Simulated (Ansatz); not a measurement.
# What Ba2C (model cell, started as cuprite) distorts into, part 2 of 2

Wanted: the energy along a soft mode of Ba2C (model cell, started as cuprite) and the structure at the end.

Ansatz 0.2.0; DFT PBEsol, scalar-relativistic, plane waves, PAW.

So far, highest frequency on the path or at a solved wavevector (cm⁻¹): step 2 (phonons on a q mesh) 233. Also lowest frequency on the path (cm⁻¹): step 2 -132.

The structure was built from a prototype and need not be the compound's stable phase.

### Step 5. Energy along the mode, all amplitudes (two of the runs are shown above)

An imaginary frequency means negative curvature, so the energy should fall and then rise again as anharmonic terms take over.

This step gave:

```yaml
depth_at_the_lowest_point_sampled: 3.656 meV/atom
largest_atomic_shift_at_that_point: 0.22 Å
```

Energy from the parent against largest atomic shift:

```
largest atomic shift (Å)  energy from the parent (meV/atom)
                   0.000                                  0
                   0.040                             -0.274
                   0.080                              -1.03
                   0.140                              -2.58
                   0.220                              -3.66
                   0.320                             -0.024
                   0.450                               15.9
```

Displacement at unit largest shift by atom:

```
atom  x (Å)  y (Å)  z (Å)  size
  C1   0.00   0.00   1.00  1.00
  C2   0.00   0.00  -1.00  1.00
  C3   0.00   0.00  -1.00  1.00
  C4   0.00   0.00   1.00  1.00
 Ba5   0.00   0.00   0.00  0.00
 Ba6   0.00   0.00   0.00  0.00
 Ba7   0.00   0.00   0.00  0.00
 Ba8   0.00   0.00   0.00  0.00
 Ba9  -0.11   0.11   0.02  0.15
Ba10   0.11  -0.11  -0.02  0.15
Ba11   0.11  -0.11   0.02  0.15
Ba12  -0.11   0.11  -0.02  0.15
```

The lowest of the steps tried is at 0.22 Å, 3.66 meV/atom below the parent; the bottom of the well need not coincide with a step.

### Step 6. Relaxing from the distorted cell

Starting from the lowest point found, all atoms and the cell are let go, so that strain and other modes of the same symmetry can join in.

input.yaml reads:

```yaml
crystal:
  lattice:
    - [6.1820686643, 0.0, 0.0]
    - [0.0, 6.1820686643, 0.0]
    - [0.0, 0.0, 12.3641373286]
  atoms:
    - { symbol: C, position: [0.0, 0.0, 0.0177933967] }
    - { symbol: C, position: [0.0, 0.0, 0.4822066033] }
    - { symbol: C, position: [0.5, 0.5, 0.2322066033] }
    - { symbol: C, position: [0.5, 0.5, 0.7677933967] }
    - { symbol: Ba, position: [0.25, 0.25, 0.125] }
    - { symbol: Ba, position: [0.25, 0.25, 0.625] }
    - { symbol: Ba, position: [0.75, 0.75, 0.125] }
    - { symbol: Ba, position: [0.75, 0.75, 0.625] }
    - { symbol: Ba, position: [0.7462174914, 0.2537825086, 0.3753740919] }
    - { symbol: Ba, position: [0.7537825086, 0.2462174914, 0.8746259081] }
    - { symbol: Ba, position: [0.2537825086, 0.7462174914, 0.3753740919] }
    - { symbol: Ba, position: [0.2462174914, 0.7537825086, 0.8746259081] }
kpoints:
  mp_grid: { grid: [6, 6, 4] }
hamiltonian:
  xc: pbesol
scf:
  occupations: { method: methfessel_paxton, width: 0.2 }
output:
  forces: true
  stress: true
  eigenvalues: true
relax:
  adjacent_minimum: "off"
  f_tol: 0.002
  max_steps: 120
  cell: { stress_tol: 0.03 }
```

Launch:

```sh
$ ansatz run input.yaml --threads 8 --pin off --max-ram 14336MiB --backend cpu --events-out ev --progress --plain --runs-dir out
```

Numbers of over 12 decimals in the logs are rounded to 6 here.

The log of the run:

```text
[...]
Crystal: 12 atoms, lattice volume = 472.532 Å³
Basis set: ecut = 420 eV, 9261 PW (Γ), exchange–correlation on 90×90×180 points (8 copies of the dense FFT grid, shifted against one another)
Bands: 60, of which v1, the nominal top of the filled ones, is band 48 counted from 1 (47 counted from 0)
Symmetry: 8 space group operations
[...]
k-points: 39 of 144
[...]
SCF iter   1: F=—  HF=-47876.028223 eV  |F-HF|=—  |Δ(HF+E_count)|=         —  Δρ=7.68e-3  dr2=1.35e0  ethr=1.77e-3  ⟨swp⟩=11.5  Hψ=13032  notcnv=0
[...]
SCF iter   8: F=-47875.949863 eV  HF=-47875.949863 eV  |F-HF|=2.10e-8  |Δ(HF+E_count)|=   2.36e-8  S|Δr|=    0.00e0  Δρ=1.94e-6  dr2=3.85e-8  ethr=1.04e-10  ⟨swp⟩=11.3  Hψ=11341  notcnv=0
SCF 1 converged in 8 iterations: F = -47875.949863 eV  dr2 = 3.85e-8
[...]
relax step   1: F+E_penalty+E_count = -47875.94986306 eV  Δ(F+E_penalty+E_count) = +0.000e0 eV  max|allowed force component| = 1.532e-1 eV/Å  Δτ_max = 0.0000 Å  P = -0.107 GPa  Ω = 472.532 Å³  (8 SCF iters, dr2 threshold 1.00e-7 eV, accepted)
Crystal: 12 atoms, lattice volume = 463.598 Å³
Basis set: ecut = 420 eV, 9049 PW (Γ), exchange–correlation on 90×90×180 points (8 copies of the dense FFT grid, shifted against one another)
[...]
SCF iter   1: F=—  HF=-47876.357396 eV  |F-HF|=—  |Δ(HF+E_count)|=         —  Δρ=1.70e-2  dr2=4.29e0  ethr=3.10e-3  ⟨swp⟩=8.0  Hψ=9213  notcnv=0
[...]
SCF iter   8: F=-47875.938481 eV  HF=-47875.938481 eV  |F-HF|=7.64e-8  |Δ(HF+E_count)|=   5.44e-7  S|Δr|=    0.00e0  Δρ=4.82e-6  dr2=2.61e-7  ethr=1.25e-9  ⟨swp⟩=12.1  Hψ=12033  notcnv=0
SCF 2 converged in 8 iterations: F = -47875.938481 eV  dr2 = 2.61e-7
[...]
relax step   2: F+E_penalty+E_count = -47875.93848054 eV  Δ(F+E_penalty+E_count) = +1.138e-2 eV  max|allowed force component| = 1.809e-1 eV/Å  Δτ_max = 0.1947 Å  P = +0.077 GPa  Ω = 463.598 Å³  energy of the carried Pulay correction = +2.303e-3 eV  (8 SCF iters, dr2 threshold 1.20e-6 eV, rejected (line search))
Crystal: 12 atoms, lattice volume = 467.422 Å³
Basis set: ecut = 420 eV, 9133 PW (Γ), exchange–correlation on 90×90×180 points (8 copies of the dense FFT grid, shifted against one another)
[...]
SCF iter  11: F=-47875.985769 eV  HF=-47875.985769 eV  |F-HF|=7.28e-12  |Δ(HF+E_count)|=  1.46e-11  S|Δr|=    0.00e0  Δρ=4.13e-8  dr2=2.72e-11  ethr=1.00e-12  ⟨swp⟩=9.2  Hψ=11900  notcnv=0
SCF 3 converged in 11 iterations: F = -47875.985769 eV  dr2 = 2.72e-11
relax step   3: F+E_penalty+E_count = -47875.98576910 eV  Δ(F+E_penalty+E_count) = -3.591e-2 eV  max|allowed force component| = 4.681e-2 eV/Å  Δτ_max = 0.0857 Å  P = +0.011 GPa  Ω = 467.422 Å³  energy of the carried Pulay correction = +1.312e-3 eV  (11 SCF iters, accepted)
[... from here on, the SCF cycles and remarks between the steps are left out ...]
relax step   4: F+E_penalty+E_count = -47875.98891569 eV  Δ(F+E_penalty+E_count) = -3.147e-3 eV  max|allowed force component| = 5.846e-2 eV/Å  Δτ_max = 0.0257 Å  P = +0.007 GPa  Ω = 466.991 Å³  energy of the carried Pulay correction = +1.423e-3 eV  (7 SCF iters, dr2 threshold 1.37e-7 eV, accepted)
relax step   5: F+E_penalty+E_count = -47876.00012480 eV  Δ(F+E_penalty+E_count) = -1.121e-2 eV  max|allowed force component| = 1.796e-1 eV/Å  Δτ_max = 0.1309 Å  P = -0.021 GPa  Ω = 464.389 Å³  energy of the carried Pulay correction = +2.097e-3 eV  (9 SCF iters, dr2 threshold 2.14e-7 eV, accepted)
relax step   6: F+E_penalty+E_count = -47876.13993682 eV  Δ(F+E_penalty+E_count) = -1.398e-1 eV  max|allowed force component| = 3.378e-1 eV/Å  Δτ_max = 0.1666 Å  P = -0.032 GPa  Ω = 462.130 Å³  energy of the carried Pulay correction = +2.686e-3 eV  (7 SCF iters, dr2 threshold 1.20e-6 eV, accepted)
relax step   7: F+E_penalty+E_count = -47876.30890406 eV  Δ(F+E_penalty+E_count) = -1.690e-1 eV  max|allowed force component| = 5.265e-1 eV/Å  Δτ_max = 0.0734 Å  P = -0.111 GPa  Ω = 458.606 Å³  energy of the carried Pulay correction = +3.609e-3 eV  (8 SCF iters, dr2 threshold 1.20e-6 eV, accepted)
relax step   8: F+E_penalty+E_count = -47876.56044748 eV  Δ(F+E_penalty+E_count) = -2.515e-1 eV  max|allowed force component| = 2.566e-1 eV/Å  Δτ_max = 0.0906 Å  P = -0.284 GPa  Ω = 450.315 Å³  energy of the carried Pulay correction = +5.809e-3 eV  (8 SCF iters, dr2 threshold 1.20e-6 eV, accepted)
relax step   9: F+E_penalty+E_count = -47876.43643196 eV  Δ(F+E_penalty+E_count) = +1.240e-1 eV  max|allowed force component| = 5.825e-1 eV/Å  Δτ_max = 0.1991 Å  P = +0.051 GPa  Ω = 431.589 Å³  energy of the carried Pulay correction = +1.093e-2 eV  (8 SCF iters, dr2 threshold 1.20e-6 eV, rejected (line search))
relax step  10: F+E_penalty+E_count = -47876.62161572 eV  Δ(F+E_penalty+E_count) = -6.117e-2 eV  max|allowed force component| = 1.664e-1 eV/Å  Δτ_max = 0.0701 Å  P = -0.076 GPa  Ω = 439.968 Å³  energy of the carried Pulay correction = +8.612e-3 eV  (13 SCF iters, accepted)
relax step  11: F+E_penalty+E_count = -47876.63549382 eV  Δ(F+E_penalty+E_count) = -1.388e-2 eV  max|allowed force component| = 2.683e-1 eV/Å  Δτ_max = 0.0999 Å  P = +0.156 GPa  Ω = 436.336 Å³  energy of the carried Pulay correction = +9.611e-3 eV  (8 SCF iters, dr2 threshold 1.20e-6 eV, accepted)
relax step  12: F+E_penalty+E_count = -47876.65323279 eV  Δ(F+E_penalty+E_count) = -1.774e-2 eV  max|allowed force component| = 4.009e-2 eV/Å  Δτ_max = 0.0604 Å  P = -0.042 GPa  Ω = 439.777 Å³  energy of the carried Pulay correction = +8.664e-3 eV  (8 SCF iters, dr2 threshold 1.20e-6 eV, accepted)
relax step  13: F+E_penalty+E_count = -47876.65516539 eV  Δ(F+E_penalty+E_count) = -1.933e-3 eV  max|allowed force component| = 6.091e-3 eV/Å  Δτ_max = 0.0210 Å  P = -0.003 GPa  Ω = 438.715 Å³  energy of the carried Pulay correction = +8.956e-3 eV  (8 SCF iters, dr2 threshold 1.00e-7 eV, accepted)
relax step  14: F+E_penalty+E_count = -47876.65522141 eV  Δ(F+E_penalty+E_count) = -5.603e-5 eV  max|allowed force component| = 4.382e-4 eV/Å  Δτ_max = 0.0016 Å  P = -0.001 GPa  Ω = 438.614 Å³  energy of the carried Pulay correction = +8.983e-3 eV  (8 SCF iters, dr2 threshold 2.32e-9 eV, accepted)
relax step  15: F+E_penalty+E_count = -47876.70435688 eV  Δ(F+E_penalty+E_count) = -4.914e-2 eV  max|allowed force component| = 2.424e-3 eV/Å  Δτ_max = 0.0000 Å  P = +0.109 GPa  Ω = 438.614 Å³  stress off target by 3.50e-1 GPa  SCF on the basis re-selected at this cell (its energy is not comparable with the rows above)  (7 SCF iters)
relax step  16: F+E_penalty+E_count = -47876.70828828 eV  Δ(F+E_penalty+E_count) = -3.931e-3 eV  max|allowed force component| = 6.031e-3 eV/Å  Δτ_max = 0.0176 Å  P = -0.002 GPa  Ω = 437.798 Å³  energy of the carried Pulay correction = +2.169e-4 eV  (7 SCF iters, dr2 threshold 3.06e-7 eV, accepted)
relax step  17: F+E_penalty+E_count = -47876.70854814 eV  Δ(F+E_penalty+E_count) = -2.599e-4 eV  max|allowed force component| = 3.827e-3 eV/Å  Δτ_max = 0.0049 Å  P = -0.003 GPa  Ω = 438.529 Å³  energy of the carried Pulay correction = +1.753e-5 eV  (7 SCF iters, dr2 threshold 1.15e-8 eV, accepted)
relax step  18: F+E_penalty+E_count = -47876.70857851 eV  Δ(F+E_penalty+E_count) = -3.036e-5 eV  max|allowed force component| = 3.905e-4 eV/Å  Δτ_max = 0.0011 Å  P = +0.000 GPa  Ω = 438.454 Å³  energy of the carried Pulay correction = +3.820e-5 eV  (7 SCF iters, dr2 threshold 9.16e-10 eV, accepted)
[...]
SCF iter   5: F=-47876.708634 eV  HF=-47876.708634 eV  |F-HF|=7.28e-12  |Δ(HF+E_count)|=  2.91e-11  S|Δr|=    0.00e0  Δρ=4.30e-8  dr2=1.53e-11  ethr=1.00e-12  ⟨swp⟩=4.8  Hψ=8538  notcnv=0
SCF 19 converged in 5 iterations: F = -47876.708634 eV  dr2 = 1.53e-11
relax step  19: F+E_penalty+E_count = -47876.70863412 eV  Δ(F+E_penalty+E_count) = -5.562e-5 eV  max|allowed force component| = 3.900e-4 eV/Å  Δτ_max = 0.0000 Å  P = +0.000 GPa  Ω = 438.454 Å³  stress off target by 5.15e-3 GPa  SCF on the basis re-selected at this cell (its energy is not comparable with the rows above)  (5 SCF iters)
[...]
SCF converged after 5 iterations
[...]
Free energy (F): -47876.708634 eV
[...]
Internal energy: -47876.703230 eV  (E = F + TS)
E sigma→0 (E₀):  -47876.707283 eV
Entropy (-TS):   -0.005405 eV (-0.450 meV/atom)
Fermi energy:    7.037750 eV
[...]
--- Forces (eV/Å), atoms counted from 1 ---
  atom   1  C      0.00000000     0.00000000     0.00024493
  atom   2  C      0.00000000     0.00000000    -0.00013078
  atom   3  C      0.00000000     0.00000000    -0.00024493
  atom   4  C      0.00000000    -0.00000000     0.00013078
  atom   5  Ba     0.00000000     0.00000000     0.00000000
  atom   6  Ba    -0.00000000     0.00000000     0.00000000
  atom   7  Ba    -0.00000000     0.00000000     0.00000000
  atom   8  Ba     0.00000000     0.00000000     0.00000000
  atom   9  Ba     0.00039000    -0.00039000     0.00031156
  atom  10  Ba    -0.00039000     0.00039000    -0.00031156
  atom  11  Ba    -0.00039000     0.00039000     0.00031156
  atom  12  Ba     0.00039000    -0.00039000    -0.00031156
  max |Σ_I F_I| component: 8.67e-19 eV/Å
--- Stress (GPa, compression-positive) ---
       -0.001889      -0.000899       0.000000
       -0.000899      -0.001889       0.000000
        0.000000       0.000000       0.005155
  P = ⅓ Tr σ = 0.0005 GPa (0.005 kbar)
--- Band table (eV; the first three rows and the last of 39) ---
  k-point 0: bands = [... 44 lower, 6.0872, 6.1031, 6.7011, 6.7435, 7.2184, 7.3915, 7.4325, 7.5318, ... 8 higher]
  k-point 1: bands = [... 44 lower, 6.4311, 6.4543, 6.8377, 6.9181, 7.2080, 7.3008, 7.3210, 7.4525, ... 8 higher]
  k-point 2: bands = [... 44 lower, 6.7514, 6.8703, 6.9107, 7.0125, 7.0288, 7.0933, 7.1724, 7.4437, ... 8 higher]
  k-point 38: bands = [... 44 lower, 6.8314, 6.8518, 6.8522, 6.8664, 7.1713, 7.3915, 7.7422, 7.7506, ... 8 higher]
--- Relaxed structure (17 steps of the walk, 15 accepted, 2 SCFs on fresh bases) ---
  F+E_penalty+E_count = -47876.70863412 eV   max|allowed force component| = 3.900e-4 eV/Å   (the final SCF, on the basis selected at the relaxed cell)
  cell:  # Å, volume = 438.4539 Å³
    - [5.468728, -0.00430565, 0.0]
    - [-0.00430565, 5.468728, 0.0]
    - [0.0, 0.0, 14.660597]
  atoms:
    - { symbol: C, position: [-3.566030300048141e-19, -5.202896667283349e-19, 0.00247419] }
[...]
- { symbol: C, position: [0.500000, 0.500000, 0.247526] }
    - { symbol: C, position: [0.500000, 0.500000, 0.754225] }
    - { symbol: Ba, position: [0.250000, 0.250000, 0.125000] }
    - { symbol: Ba, position: [0.250000, 0.250000, 0.625] }
    - { symbol: Ba, position: [0.75, 0.75, 0.125000] }
    - { symbol: Ba, position: [0.75, 0.75, 0.625] }
    - { symbol: Ba, position: [0.737022, 0.262978, 0.379941] }
    - { symbol: Ba, position: [0.762978, 0.237022, 0.870059] }
    - { symbol: Ba, position: [0.262978, 0.737022, 0.379941] }
    - { symbol: Ba, position: [0.237022, 0.762978, 0.870059] }
```

Wall time 2.9 min (8 threads of Arm Neoverse V2, shared host); peak memory 2.3 GiB.

The steps of the relaxation:

```
step  energy less that of the first step (eV)  largest force component (eV/Å)  pressure (GPa)  volume (Å³)
   1                                   0.0000                          0.1532           -0.11       472.53
   2                                   0.0114                          0.1809            0.08       463.60
   3                                  -0.0359                          0.0468            0.01       467.42
   4                                  -0.0391                          0.0585            0.01       466.99
   5                                  -0.0503                          0.1796           -0.02       464.39
   6                                  -0.1901                          0.3378           -0.03       462.13
   7                                  -0.3590                          0.5265           -0.11       458.61
   8                                  -0.6106                          0.2566           -0.28       450.32
   9                                  -0.4866                          0.5825            0.05       431.59
  10                                  -0.6718                          0.1664           -0.08       439.97
  11                                  -0.6856                          0.2683            0.16       436.34
  12                                  -0.7034                          0.0401           -0.04       439.78
  13                                  -0.7053                          0.0061            0.00       438.71
  14                                  -0.7054                          0.0004            0.00       438.61
 15*                                  -0.7545                          0.0024            0.11       438.61
  16                                  -0.7584                          0.0060            0.00       437.80
  17                                  -0.7587                          0.0038            0.00       438.53
  18                                  -0.7587                          0.0004            0.00       438.45
 19*                                  -0.7588                          0.0004            0.00       438.45
```

Relaxation steps marked * repeat the geometry before them on a plane-wave basis chosen anew for their cell, so energy and pressure can jump there. Relaxation steps 2, 9 were tried and not accepted.

The run keeps the 8 symmetry operations that it works with, so distortions that break them were not tested.

```
     cell as run  before   after   change
           a (Å)   6.182   5.469  -11.5 %
           b (Å)   6.182   5.469  -11.5 %
           c (Å)  12.364  14.661  +18.6 %
           γ (°)   90.00   90.09   +0.1 %
volume (Å³/atom)   39.38   36.54   -7.2 %
```

The atoms that moved most (Å, as changes of fractional coordinates times the final cell):

```
atom      dx      dy      dz  length
  C3   0.000   0.000   0.225   0.225
  C1   0.000   0.000  -0.225   0.225
  C2   0.000   0.000   0.199   0.199
  C4   0.000   0.000  -0.199   0.199
Ba12  -0.050   0.050  -0.067   0.098
Ba10   0.050  -0.050  -0.067   0.098
Ba11   0.050  -0.050   0.067   0.098
 Ba9  -0.050   0.050   0.067   0.098
```

The relaxed structure:

```xyz
12
Lattice="5.4687 -0.0043 0.0000 -0.0043 5.4687 0.0000 0.0000 0.0000 14.6606" Properties=species:S:1:pos:R:3 pbc="T T T"
C     0.0000    0.0000    0.0363
C     0.0000    0.0000    7.2684
C     2.7322    2.7322    3.6289
C     2.7322    2.7322   11.0574
Ba    1.3661    1.3661    1.8326
Ba    1.3661    1.3661    9.1629
Ba    4.0983    4.0983    1.8326
Ba    4.0983    4.0983    9.1629
Ba    4.0294    1.4350    5.5702
Ba    4.1715    1.2929   12.7556
Ba    1.4350    4.0294    5.5702
Ba    1.2929    4.1715   12.7556
```

This step gave:

- pressure: 4.59e-4 GPa
- volume per atom: 36.54 Å³

The distorted start has space group Cmme; the relaxation ends in Cmme.

### Step 7. Results

| Quantity | Value |
| --- | --- |
| unstable mode of the parent | q = (0, 0, -0.5), 118i cm⁻¹ |
| depth at the lowest point sampled | 3.66 meV/atom |
| largest atomic shift at that point | 0.22 Å |
| space group reached (within 0.01 Å) | Cmme |
| energy gained over the parent (first relaxation, on the mesh of the frozen mode) | 67.0 meV/atom |
| volume per atom, phase reached | 36.5 Å³ |

What this shows: From this start the structure relaxes into Cmme, 67.0 meV/atom below the parent. At the parent's cell the well is 3.656 meV/atom deep on the steps tried, with its lowest point at a shift of 0.22 Å. Relaxing atoms and cell changes the gain by +63.34 meV/atom against the lowest step (energies at zero smearing). Most of the total comes from this relaxation. The frozen pattern makes up only 19 % of the final shifts of the atoms, so other modes or strain give most of the change. The modes of the phase reached were not computed on this path. Of the 6 patterns followed to their end from this parent, this one ends 303 meV/atom above the lowest, Fm-3m. Each path keeps the symmetry of its pattern, so a lower phase may lie along a pattern not tried. With no gap, or one that is small against the smearing, the frequencies hang on the k mesh and the smearing, most of all near Kohn anomalies. Spin-orbit coupling is left out, which can matter for the heavy elements here. The starting cell was built on a prototype and not taken from a measurement, so the phase need not exist.

[Logs are printed without paths, hosts, clocks, repeated set-up lines and the standing remarks that a program may print on its own settings, such as how far it seeks lower states.]

[Hosts, paths, dates, database ids (printed as entryN), source tags and the programs' standing remarks are cut or masked in the printed files.]
